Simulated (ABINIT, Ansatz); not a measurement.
## K2LiScF6 (Fm-3m): G0W0 on several meshes in ABINIT

Wanted: mesh dependence and cost of G0W0 for K2LiScF6 (Fm-3m).

Program: ABINIT 10.8.3. Level of theory: LDA and many-body steps on it, plane waves. Results are calculated unless marked as measured.

Report form: the programs' logs are mostly left out.

## Step 1: The structure

The structure is cubic, space group Fm-3m (No. 225). The conventional cell has a = 8.290 Å, b = 8.290 Å, c = 8.290 Å, α = 90.00°, β = 90.00°, γ = 90.00°. Nearest to K lie 12 F at 2.93 Å. Li has 6 F at 2.11 Å nearest. Nearest to Sc lie 6 F at 2.04 Å. Nearest to F lie 1 Sc at 2.04 Å and 1 Li at 2.11 Å and 4 K at 2.93 Å. Farther neighbours and most contacts between anions are not listed.

The cell and positions are those that the Materials Project relaxed with its own functionals (PBE, PBE+U or r2SCAN), kept fixed.

## Step 2: Empty states on the mesh, 2×2×2 mesh, 294 bands

This step: ABINIT 10.8.3; DFT, LDA, plane waves, norm-conserving pseudopotentials.

The sums over transitions need many empty states on a uniform mesh; this step solves for them.

Contents of run.abi:

```
acell 3*1.0 Angstrom
rprim 
  -0.000000000000 4.144804000000 4.144804000000
  4.144804000000 -0.000000000000 4.144804000000
  4.144804000000 4.144804000000 -0.000000000000
ntypat 4
znucl 19 3 21 9
natom 10
typat 1 1 2 3 4 4 4 4 4 4
xred 
  0.250000000000 0.250000000000 0.250000000000
  0.750000000000 0.750000000000 0.750000000000
  0.500000000000 0.500000000000 0.500000000000
  -0.000000000000 -0.000000000000 -0.000000000000
  0.245587000000 0.245587000000 0.754413000000
  0.245587000000 0.754413000000 0.754413000000
  0.754413000000 0.754413000000 0.245587000000
  0.245587000000 0.754413000000 0.245587000000
  0.754413000000 0.245587000000 0.754413000000
  0.754413000000 0.245587000000 0.245587000000
pp_dirpath "pseudos"
pseudos "K.upf, Li.upf, Sc.upf, F.upf"
ecut 36
ngkpt 2 2 2
nshiftk 1
shiftk 0 0 0
kptopt 1
chksymbreak 0
iscf -2
irdden 1
istwfk *1
nband 294
nbdbuf 26
tolwfr 1e-09
nstep 60
prtvol 0
indata_prefix "in"
outdata_prefix "out"
tmpdata_prefix "tmp"
```

Command:

```bash
$ OMP_NUM_THREADS=1 mpirun -n 4 abinit run.abi > log
```

Elapsed: 4.5 min, on 4 MPI ranks of Arm Neoverse N1, shared host; peak memory 0.5 GiB.

Numbers from this step:

| Property | Result |
| --- | --- |
| gap | 6.751 eV |
| k of the valence top | 0, 0, 0 |
| k of the conduction bottom | 0, 0, 0 |
| least direct gap | 6.751 eV |
| k points computed | 3 |
| lowest point of the top converged band, above the valence top | 75.6583 eV |

On this mesh the gap is 6.751 eV.

The density comes from a self-consistent run that is not shown.

## Step 3: Screening, 2×2×2 mesh, 131 bands, screening to 114.3 eV

The RPA dielectric matrix is built and inverted for each q.

This step: RPA screening on LDA, plane waves, norm-conserving pseudopotentials.

run.abi: that of step 2 with these lines changed.

```diff
@@ -28,10 +28,11 @@
 chksymbreak 0
-iscf -2
-irdden 1
 istwfk *1
-nband 294
-nbdbuf 26
-tolwfr 1e-09
-nstep 60
-prtvol 0
+occopt 1
+irdwfk 1
+optdriver 3
+nband 131
+ecuteps 4.2
+inclvkb 2
+awtr 1
+symchi 1
 indata_prefix "in"
```

The job ended after 81 s (4 MPI ranks; peak memory 1.7 GiB).

This step gave:

```yaml
eps_infinity_with_local_fields_on_this_mesh_along_the_program_s_q_direction: 2.149
the_same_without_local_fields: 2.365
plasma_frequency: 26.77 eV
plane_waves_in_the_screening_matrix: 411
```

Local fields lower ε∞ by 9 %. On a Γ-centred mesh this coarse the value itself is usually too large, while a short band sum pulls it down.

## Step 4: 2×2×2

The self-energy is evaluated for the states that the input lists, and the levels follow from it, in one-shot runs by the linearised quasiparticle equation.

This step: G0W0 on LDA, plane waves, norm-conserving pseudopotentials.

run.abi: that of step 3 with these lines changed.

```diff
@@ -31,8 +31,15 @@
 irdwfk 1
-optdriver 3
+optdriver 4
 nband 131
+gwcalctyp 0
+ecutsigx 36
+symsigma 1
+nkptgw 1
+kptgw 
+  0.0000000000 0.0000000000 0.0000000000
+bdgw 
+  35 40
 ecuteps 4.2
-inclvkb 2
-awtr 1
-symchi 1
+irdscr 1
+ppmodel 1
 indata_prefix "in"
```

The job ended after 16 s (4 MPI ranks; peak memory 1.1 GiB; 65 s of CPU time).

This step gave:

* G0W0 gap on the points computed: 12.21 eV
* starting gap on the mesh: 6.751 eV
* k of the valence top: 0, 0, 0
* k of the conduction bottom: 0, 0, 0
* Z at the valence top: 0.803
* Z at the conduction bottom: 0.837
* least direct G0W0 gap on the computed points: 12.21 eV

The gap on the mesh goes from 6.75 eV to 12.21 eV, a correction of +5.46 eV.

## Step 5: Empty states on the mesh, 4×4×4 mesh, 143 bands

This step: DFT, LDA, plane waves, norm-conserving pseudopotentials.

run.abi: that of step 4 with these lines changed.

```diff
@@ -23,3 +23,3 @@
 ecut 36
-ngkpt 2 2 2
+ngkpt 4 4 4
 nshiftk 1
@@ -28,18 +28,10 @@
 chksymbreak 0
+iscf -2
+irdden 1
 istwfk *1
-occopt 1
-irdwfk 1
-optdriver 4
-nband 131
-gwcalctyp 0
-ecutsigx 36
-symsigma 1
-nkptgw 1
-kptgw 
-  0.0000000000 0.0000000000 0.0000000000
-bdgw 
-  35 40
-ecuteps 4.2
-irdscr 1
-ppmodel 1
+nband 143
+nbdbuf 12
+tolwfr 1e-09
+nstep 60
+prtvol 0
 indata_prefix "in"
```

Wall time 3.3 min (4 MPI ranks); peak memory 0.59 GiB.

Numbers from this step:

```
gap                                                           : 6.751 eV
k of the valence top                                          : 0, 0, 0
k of the conduction bottom                                    : 0, 0, 0
least direct gap                                              : 6.751 eV
k points computed                                             : 8
lowest point of the top converged band, above the valence top : 41.02 eV
```

On this mesh the gap is 6.751 eV.

## Step 6: Screening, 4×4×4 mesh, 131 bands, screening to 114.3 eV

This step: RPA screening on LDA, plane waves, norm-conserving pseudopotentials.

run.abi: that of step 5 with these lines changed.

```diff
@@ -28,10 +28,11 @@
 chksymbreak 0
-iscf -2
-irdden 1
 istwfk *1
-nband 143
-nbdbuf 12
-tolwfr 1e-09
-nstep 60
-prtvol 0
+occopt 1
+irdwfk 1
+optdriver 3
+nband 131
+ecuteps 4.2
+inclvkb 2
+awtr 1
+symchi 1
 indata_prefix "in"
```

Run time: 8.8 min. Hardware: 4 MPI ranks; peak memory 3.1 GiB.

Numbers from this step:

```
ε∞ with local fields, on this mesh, along the program's q direction : 2.133
the same without local fields                                       : 2.348
plasma frequency                                                    : 26.77 eV
plane waves in the screening matrix                                 : 411
```

## Step 7: 4×4×4

This step: G0W0 on LDA, plane waves, norm-conserving pseudopotentials.

run.abi: that of step 6 with these lines changed.

```diff
@@ -31,8 +31,15 @@
 irdwfk 1
-optdriver 3
+optdriver 4
 nband 131
+gwcalctyp 0
+ecutsigx 36
+symsigma 1
+nkptgw 1
+kptgw 
+  0.0000000000 0.0000000000 0.0000000000
+bdgw 
+  35 40
 ecuteps 4.2
-inclvkb 2
-awtr 1
-symchi 1
+irdscr 1
+ppmodel 1
 indata_prefix "in"
```

Wall time 33 s (4 MPI ranks); peak memory 2.5 GiB.

This step gave:

```yaml
g0w0_gap_on_the_points_computed: 12.35 eV
starting_gap_on_the_mesh: 6.751 eV
k_of_the_valence_top: 0, 0, 0
k_of_the_conduction_bottom: 0, 0, 0
z_at_the_valence_top: 0.799
z_at_the_conduction_bottom: 0.832
least_direct_g0w0_gap_on_the_computed_points: 12.35 eV
```

Against G0W0 in ABINIT (2×2×2 mesh, 131 bands, screening to 114.3 eV, Godby-Needs plasmon pole), the gap moves by +0.141 eV.

## Step 8: Side by side

Times are wall times on 4 MPI ranks of Arm Neoverse N1, shared host, good to a factor of about two. A run's time includes the screening step that it read.

| run | mesh | bands | screening cutoff (eV) | DFT gap (eV) | gap on the mesh (eV) | direct (eV) | ε∞ used | time |
| --- | --- | --- | --- | --- | --- | --- | --- | --- |
| 2×2×2 | 2×2×2 | 131 | 114.3 | 6.751 | 12.213 | 12.213 | 2.15 | 98 s |
| 4×4×4 | 4×4×4 | 131 | 114.3 | 6.751 | 12.354 | 12.354 | 2.13 | 9.3 min |

## Step 9: What came out

```yaml
2x2x2: 12.213 eV
4x4x4: 12.354 eV
known_limits: not at the basis limit; coarse k mesh
```

4×4×4: +0.141 eV against 2×2×2. Bands and cutoff are finite, so the gap is not at the basis limit. The miss can reach some tenths of an eV and take either sign; the mesh is an error of its own. In the G0W0 runs levels were corrected at 1 k point alone, so a gap called «on the mesh» is the least over those, and an edge elsewhere would be missed. The 2×2×2 mesh is coarse for this cell, which bears on the long-range parts of exchange and screening.

[Paths, hosts, dates, memory and timing lines, banners, echoed tables and standing remarks are left out of the program output.]

[Logs are printed without paths, hosts, clocks, repeated set-up lines and the standing remarks that a program may print on its own settings, such as how far it seeks lower states.]

[Runs of the session that timed out or met a known fault of the program may be left out.]

[Hosts, paths, dates, database ids (printed as entryN), source tags and the programs' standing remarks are cut or masked in the printed files.]

[G0W0 gaps are taken among the corrected bands and points alone; a level outside them can change the order at an edge.]

[Where Ansatz stands beside ABINIT at settings called matched, ABINIT's density can come from a denser mesh and the files from another edition; pairs whose starting gaps differed by over 0.03 eV were left out, so agreement reads better than it is.]
